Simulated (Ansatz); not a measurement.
**A convergence test on Te (P3_121): k mesh of the hybrid**

Wanted: the cheapest k mesh of the hybrid that holds the HSE06 gap of Te (P3_121).

Calculated with Ansatz 0.2.0; DFT, HSE06, plane waves, PAW; PAW set soft_1.

## (1) The structure

The structure is trigonal, space group P3_121 (No. 152). The conventional cell has a = 4.457 Å, b = 4.457 Å, c = 5.929 Å, α = 90.00°, β = 90.00°, γ = 120.00°. Nearest to Te lie 2 Te at 2.84 Å.

The cell and positions come from the Crystallography Open Database and are kept as given unless a step says otherwise. Spin-orbit coupling is left out unless a step names it.

## (2) k mesh of the hybrid: 3×3×2

Contents of input.yaml:

```yaml
crystal:
  lattice:
    - [4.4572, 0.0, 0.0]
    - [-2.2286, 3.8600484297, 0.0]
    - [0.0, 0.0, 5.929]
  atoms:
    - { symbol: Te, position: [0.2633, 0.0, 0.3333333333] }
    - { symbol: Te, position: [0.0, 0.2633, 0.6666666667] }
    - { symbol: Te, position: [0.7367, 0.7367, 0.0] }
kpoints:
  mp_grid: { grid: [3, 3, 2] }
  band_path:
    path:
      - [0.0, 0.0, 0.0]
      - [0.5, 0.0, 0.0]
      - [0.33333333, 0.33333333, 0.0]
      - [0.0, 0.0, 0.5]
      - [0.5, 0.0, 0.5]
      - [0.33333333, 0.33333333, 0.5]
      - [0.33333333, 0.33333333, 0.45]
    npoints: 1
hamiltonian:
  xc: hse06
  pseudopotentials: { kind: paw, azcp: { folder: soft_1 } }
scf:
  occupations: { method: fixed }
  n_extra_bands: 5
output:
  eigenvalues: true
  write_density: true
  write_potential: true
  elf: true
  volumetric_format: npy
```

The run is started by

```console
ansatz run input.yaml --threads 3 --pin off --max-ram 92160MiB --backend cuda --events-out ev --progress --plain --runs-dir out --devices 1 --max-vram 13GiB
```

Numbers of over 12 decimals in the logs are rounded to 6 here.

Output:

```text
scf.n_extra_bands = 5 over 24 filled bands (N_el = 48.0): the run solves 29 bands
GPUs: using 1 of 1 available (devices: 1).
Engine: ansatz 0.2.0, x86_64-unknown-linux-gnu
Pseudopotentials: kind: paw
Pseudopotential: Te, paw, valence charge 16, recommended cutoff 420 eV (normal), soft_1/Te.paw.azcp
Functional definition: HSE06
  parameter a = 0.25
  parameter omega = 0.11/bohr
  exchange = pbe_x - a*pbe_x_sr(omega) + a*exact_x_sr(omega)
  correlation = pbe_c
davidson cushion auto → on  (no smearing: the cushion is to keep the highest requested band from converging to the state above it; pin scf.eigensolver.cushion to override)
device memory: the entry about to start is reckoned to put 1.3 GiB on a device that reports 61.1 GiB free (of which the cap on the GPU budget leaves the run 13.0 GiB)
GPU FFT provider: cuFFT
GPU libraries: cuBLAS 13.8.2, cuFFT 12.4.0, cuSOLVER 12.3.4
Crystal: 3 atoms, lattice volume = 102.008 Å³
Basis set: ecut = 420 eV, 2017 PW (Γ)
Bands: 29, of which v1, the nominal top of the filled ones, is band 24 counted from 1 (23 counted from 0)
Symmetry: 6 space group operations
Space group: P3121 (ITA 152), of the structure as read, at distance tolerance 4.7e-5 Å
k-points: 6 of 18 (time reversal used)
Non-local potential: Te, projectors of the file, l = 0: 2, l = 1: 2, l = 2: 2, l = 3: 1
PAW form: soft (Blöchl's): semilocal exchange-correlation on the pseudo side does not see the compensation charge
PAW frozen core: Te, regenerated for the run's functional, and the local potential with it (the file was generated under x = pbe(κ = 0.804, μ = 0.219515), c = pbe(β = 0.066725))
PAW one-centre angular grid: Te, 590 points (default); XC on 64 Gauss nodes
Initial density: superposition of atomic densities (chi_scale 0.1, normalization cell)
Initial wavefunctions: pseudopotential atomic-orbital guess
GPU buffer pool allocated for 36000 grid points (all kernels)
GPU transforms: local potential and band sums: pruned to the plane-wave sphere, on 30×30×40
Functional: x = pbe(κ = 0.804, μ = 0.219515), c = pbe(β = 0.066725), warm-up for x = pbe(κ = 0.804, μ = 0.219515) + 0.25 (exact − pbe) at short range (hse, ω = 0.207870 Å⁻¹), c = pbe(β = 0.066725); HSE06 as pw.x's `hse` composes it (authors' and Libxc's form: `xc: wpbeh`)
iter 1 solved again at ethr=4.82e-4 eV; its pass at ethr=1.00e-1 eV (dr2=2.31e-1 eV) is discarded
SCF iter   1: F=—  HF=-20939.989535 eV  |F-HF|=—  |Δ(HF+E_count)|=         —  Δρ=1.73e-2  dr2=2.24e-1  ethr=4.82e-4  ⟨swp⟩=6.2  Hψ=1044  notcnv=0
preconditioner: auto → none  [insulator: Δε(μ)=0.240 eV  Ē_g=8.701 eV  n_scr=22 (ndim 8)  ℏωp=15.6 eV  f_vac=0.011]
SCF iter   2: F=—  HF=-20939.967830 eV  |F-HF|=—  |Δ(HF+E_count)|=   2.17e-2  Δρ=7.98e-3  dr2=4.39e-2  ethr=4.67e-4  ⟨swp⟩=2.0  Hψ=384  notcnv=0
iter 3 solved again at ethr=7.28e-6 eV; its pass at ethr=9.14e-5 eV (dr2=3.49e-3 eV) is discarded
SCF iter   3: F=—  HF=-20939.969830 eV  |F-HF|=—  |Δ(HF+E_count)|=   2.00e-3  Δρ=1.61e-3  dr2=3.54e-3  ethr=7.28e-6  ⟨swp⟩=3.2  Hψ=850  notcnv=0
SCF iter   4: F=—  HF=-20939.968890 eV  |F-HF|=—  |Δ(HF+E_count)|=   9.40e-4  Δρ=4.62e-4  dr2=1.07e-4  ethr=7.28e-6  ⟨swp⟩=3.2  Hψ=505  notcnv=0
SCF iter   5: F=—  HF=-20939.968922 eV  |F-HF|=—  |Δ(HF+E_count)|=   3.19e-5  Δρ=1.01e-4  dr2=9.79e-6  ethr=2.23e-7  ⟨swp⟩=3.7  Hψ=520  notcnv=0
SCF iter   6: F=-20939.968916 eV  HF=-20939.968916 eV  |F-HF|=4.03e-7  |Δ(HF+E_count)|=   5.98e-6  Δρ=2.49e-5  dr2=6.18e-7  ethr=2.04e-8  ⟨swp⟩=3.0  Hψ=554  notcnv=0
SCF 1 stopped early in 6 iterations: F = -20939.968916 eV  dr2 = 6.18e-7
  greatest PAW one-centre occupation: 0.998 electrons in one spin orbital (limit 2), on the Te atom at site 0 (counted from 0), in its partial waves of l = 2
device memory: the entry about to start is reckoned to put 1.8 GiB on a device that reports 59.5 GiB free (of which the cap on the GPU budget leaves the run 13.0 GiB)
GPU FFT provider: cuFFT
GPU libraries: cuBLAS 13.8.2, cuFFT 12.4.0, cuSOLVER 12.3.4
[...]
Frozen-core exchange: fock
SCF iter   1: F=—  HF=-20953.092564 eV  |F-HF|=—  |Δ(HF+E_count)|=         —  Δρ=3.44e-3  dr2=9.75e-3  ethr=1.29e-8  ⟨swp⟩=9.7  Hψ=1095  notcnv=0
preconditioner: auto → none  [insulator: Δε(μ)=0.636 eV  Ē_g=9.818 eV  n_scr=22 (ndim 8)  ℏωp=15.6 eV  f_vac=0.026]
SCF iter   2: F=—  HF=-20953.089861 eV  |F-HF|=—  |Δ(HF+E_count)|=   2.70e-3  Δρ=9.44e-4  dr2=1.93e-3  ethr=1.29e-8  ⟨swp⟩=7.0  Hψ=959  notcnv=0
SCF iter   3: F=—  HF=-20953.100131 eV  |F-HF|=—  |Δ(HF+E_count)|=   1.03e-2  Δρ=7.13e-4  dr2=3.59e-4  ethr=1.29e-8  ⟨swp⟩=5.8  Hψ=821  notcnv=0
SCF iter   4: F=—  HF=-20953.100047 eV  |F-HF|=—  |Δ(HF+E_count)|=   8.42e-5  Δρ=5.77e-5  dr2=4.49e-5  ethr=1.29e-8  ⟨swp⟩=4.0  Hψ=732  notcnv=0
SCF iter   5: F=-20953.100318 eV  HF=-20953.100321 eV  |F-HF|=3.52e-6  |Δ(HF+E_count)|=   2.74e-4  Δρ=1.12e-4  dr2=1.07e-5  ethr=3.28e-9  ⟨swp⟩=5.0  Hψ=730  notcnv=0
SCF 2 stopped early in 5 iterations: F = -20953.100318 eV  dr2 = 1.07e-5
  greatest PAW one-centre occupation: 0.998 electrons in one spin orbital (limit 2), on the Te atom at site 2 (counted from 0), in its partial waves of l = 2
hybrid outer 1: dexx = +1.226e-2 eV, tail = 1.35e-4 eV
GPU FFT provider: cuFFT
GPU libraries: cuBLAS 13.8.2, cuFFT 12.4.0, cuSOLVER 12.3.4
GPU buffer pool allocated for 36000 grid points (all kernels)
GPU transforms: local potential and band sums: pruned to the plane-wave sphere, on 30×30×40
Exchange kernel: α = 0.2500, screened, ω = 0.2079 Å⁻¹, Wigner–Seitz truncation, v(0) = 989.4885 eV·Å³, q-mesh 3×3×2, nearest image of the exchange supercell L = 11.86 Å, pair-density grid 20×20×27, without the augmentation charges, whose exchange is taken in its separable form by FFT convolution over the k-point mesh (sized by the pseudopotential files, 27×27×40 at the most), smooth part of the exact exchange by density-matrix convolution in up to 978.5 MiB of GPU memory as planned if the GPU has room (build and FFT work areas not counted)
Frozen-core exchange: fock
SCF iter   1: F=—  HF=-20953.100202 eV  |F-HF|=—  |Δ(HF+E_count)|=         —  Δρ=4.43e-5  dr2=1.80e-6  ethr=1.41e-6  ⟨swp⟩=2.0  Hψ=384  notcnv=0
preconditioner: auto → none  [insulator: Δε(μ)=0.680 eV  Ē_g=9.839 eV  n_scr=22 (ndim 8)  ℏωp=15.6 eV  f_vac=0.026]
SCF iter   2: F=—  HF=-20953.100203 eV  |F-HF|=—  |Δ(HF+E_count)|=   1.23e-6  Δρ=2.16e-5  dr2=3.36e-7  ethr=3.39e-9  ⟨swp⟩=4.0  Hψ=627  notcnv=0
SCF iter   3: F=-20953.100203 eV  HF=-20953.100203 eV  |F-HF|=2.96e-9  |Δ(HF+E_count)|=   6.65e-8  Δρ=8.84e-6  dr2=3.51e-8  ethr=5.49e-10  ⟨swp⟩=3.0  Hψ=402  notcnv=0
SCF 3 converged in 3 iterations: F = -20953.100203 eV  dr2 = 3.51e-8
[...]
hybrid outer 2: dexx = +1.147e-6 eV, tail = 1.12e-7 eV, Δε = 2.73e-3 eV (about 1.88e-4 eV left of the loop's levels)
device memory: the entry about to start is reckoned to put 0.5 GiB on a device that reports 57.2 GiB free (of which the cap on the GPU budget leaves the run 13.0 GiB)
NSCF: frozen V_eff on 7 k-points
hybrid SCF converged: 2 outer / 8 inner (+6 warm-up), last move |dexx| = 1.15e-6 eV, tail = 1.12e-7 eV
Stability not checked: this state was not tested for a lower state beside it, because the functional holds exact exchange (a hybrid, or Hartree-Fock), whose exchange loop this test does not read (fock_operator; see scf.lower_state_search)
Free energy (F): -20953.100203 eV
Frozen-core exchange: fock
Harris-Foulkes:  -20953.100203 eV  (|F-HF|=2.96e-9)
Internal energy: -20953.100203 eV  (E = F + TS)
E sigma→0 (E₀):  -20953.100203 eV
Fermi energy:    8.364242 eV
--- Per-component energies (eV) ---
  E_band       = -901.672906
  E_kinetic    = 514.084439
  E_local      = -4939.819491  (includes V_loc(G=0)·N_el)
  E_nonlocal   = 189.188860
  E_hartree    = 2460.174582
  E_xc         = -296.177561
  E_vxc        = -246.166168  (∫ρ·V_xc dr)
  E_exx        = -135.133237  (= α·E_x^exact, valence–valence)
  E_paw        = -13957.976139  (= ΣΔE_a)
  E_vpaw       = -1069.044533  (= ΣTr[D̂ρ^β])
  E_aug_tail   = 0.000272  (compensation charges beyond the density's cutoff)
  E_ewald      = -4786.899832
  E_core_change = -0.542096  (= ΣΔE_core)
  E_smearing   = -0.000000  (= −TS)
  E_closure    = -0.000000  (closes the sum)
  Σ components = -20953.100203   (vs F -20953.100203, Δ=0.00e0)
--- Band table (eV; the first three rows and the last of 6) ---
  k-point 0: bands = [... 20 lower, 5.4131, 6.5145, 6.5145, 7.4747, 9.9552, 9.9552, 10.6496, 13.9935, ... 1 higher]
  k-point 1: bands = [... 20 lower, 5.4744, 6.8000, 7.1561, 7.1561, 9.3784, 9.5025, 9.5025, 13.0296, ... 1 higher]
  k-point 2: bands = [... 20 lower, 4.4380, 5.8378, 7.2407, 7.4282, 9.8258, 10.0285, 11.8285, 12.3682, ... 1 higher]
  k-point 5: bands = [... 20 lower, 2.8700, 7.1871, 8.3642, 8.3642, 9.0443, 10.3839, 10.3839, 14.9715, ... 1 higher]
```

Elapsed: 16 s, on 1 × NVIDIA H100 80GB HBM3 (shared by 6 runs) with 3 threads of AMD EPYC 7R13 (Zen 3), shared host; peak memory 1 GiB.

Numbers from this step:

```
gap                     : 0.6630 eV
valence top at          : k = (0.333, 0.333, 0.450)
conduction bottom at    : H
least direct gap        : 0.6800 eV
exact-exchange fraction : 0.25
```

The gap is indirect, with the least direct gap 0.017 eV higher.

## (3) k mesh of the hybrid: 6×6×2

input.yaml: that of step 2 with these lines changed.

```diff
@@ -10,3 +10,3 @@
 kpoints:
-  mp_grid: { grid: [3, 3, 2] }
+  mp_grid: { grid: [6, 6, 2] }
   band_path:
@@ -29,5 +29 @@
   eigenvalues: true
-  write_density: true
-  write_potential: true
-  elf: true
-  volumetric_format: npy
```

Output:

```text
[...]
GPUs: using 1 of 1 available (devices: 1).
[...]
GPU FFT provider: cuFFT
GPU libraries: cuBLAS 13.8.2, cuFFT 12.4.0, cuSOLVER 12.3.4
Crystal: 3 atoms, lattice volume = 102.008 Å³
Basis set: ecut = 420 eV, 2017 PW (Γ)
Bands: 29, of which v1, the nominal top of the filled ones, is band 24 counted from 1 (23 counted from 0)
[... 1 set-up line as in the run before ...]
[...]
k-points: 14 of 72 (time reversal used)
[...]
Fermi energy:    8.376943 eV
[...]
--- Band table (eV; the first three rows and the last of 14) ---
  k-point 0: bands = [... 20 lower, 5.4136, 6.5240, 6.5240, 7.4866, 9.9331, 9.9331, 10.6274, 13.9850, ... 1 higher]
  k-point 1: bands = [... 20 lower, 5.4723, 6.8060, 7.1685, 7.1685, 9.3544, 9.4818, 9.4818, 13.0299, ... 1 higher]
  k-point 2: bands = [... 20 lower, 4.9766, 6.9802, 7.3419, 7.5063, 9.7509, 9.8584, 10.4994, 13.4281, ... 1 higher]
  k-point 13: bands = [... 20 lower, 2.8616, 7.1894, 8.3769, 8.3769, 9.0051, 10.3665, 10.3665, 14.9688, ... 1 higher]
[key lines of the parts left out:]
Free energy (F): -20953.227305 eV
```

Wall time 19 s (1 × NVIDIA H100 80GB HBM3 (shared by 6 runs) with 3 threads); peak memory 1.3 GiB; 21 s of CPU time.

Numbers from this step:

```
gap                  : 0.6122 eV
valence top at       : k = (0.333, 0.333, 0.450)
conduction bottom at : H
least direct gap     : 0.6282 eV
```

The gap is 0.612 eV, −0.051 eV from the run before at this level.

## (4) The series

Differences are against the last row; a negative gap means that bands overlap, and a run with a band path holds that path's time. Times are wall times on 1 × NVIDIA H100 80GB HBM3 (shared by 6 runs) with 3 threads of AMD EPYC 7R13 (Zen 3), shared host, good to a factor of about two.

| k mesh of the hybrid | gap (eV) | direct gap (eV) | gap error (eV) | energy error (meV/atom) | irreducible k | time |
| --- | --- | --- | --- | --- | --- | --- |
| 3×3×2 | 0.663 | 0.680 | +0.051 | +42.4 | 6 | 16 s |
| 6×6×2 | 0.612 | 0.628 | +0.000 | +0.0 | 14 | 19 s |

## (5) Summary of results

```yaml
3x3x2: 0.663 eV
6x6x2: 0.612 eV
```

In words: The gap holds to 0.02 eV from 6×6×2 on, the last run itself, so the series does not show convergence. At 3×3×2 the gap is off by +0.051 eV and the energy by +42 meV/atom. The gap is read over the mesh and added points near the edges, so meshes differ mainly through the density and, for a hybrid, the exchange operator.

[Paths, hosts, dates, memory and timing lines, banners, echoed tables and standing remarks are left out of the program output.]

[Logs are printed without paths, hosts, clocks, repeated set-up lines and the standing remarks that a program may print on its own settings, such as how far it seeks lower states.]

[Runs of the session that timed out or met a known fault of the program may be left out.]

[Cells called generated may have been cut or substituted from an entry of the Crystallography Open Database or the Materials Project.]

[Hosts, paths, dates, database ids (printed as entryN), source tags and the programs' standing remarks are cut or masked in the printed files.]
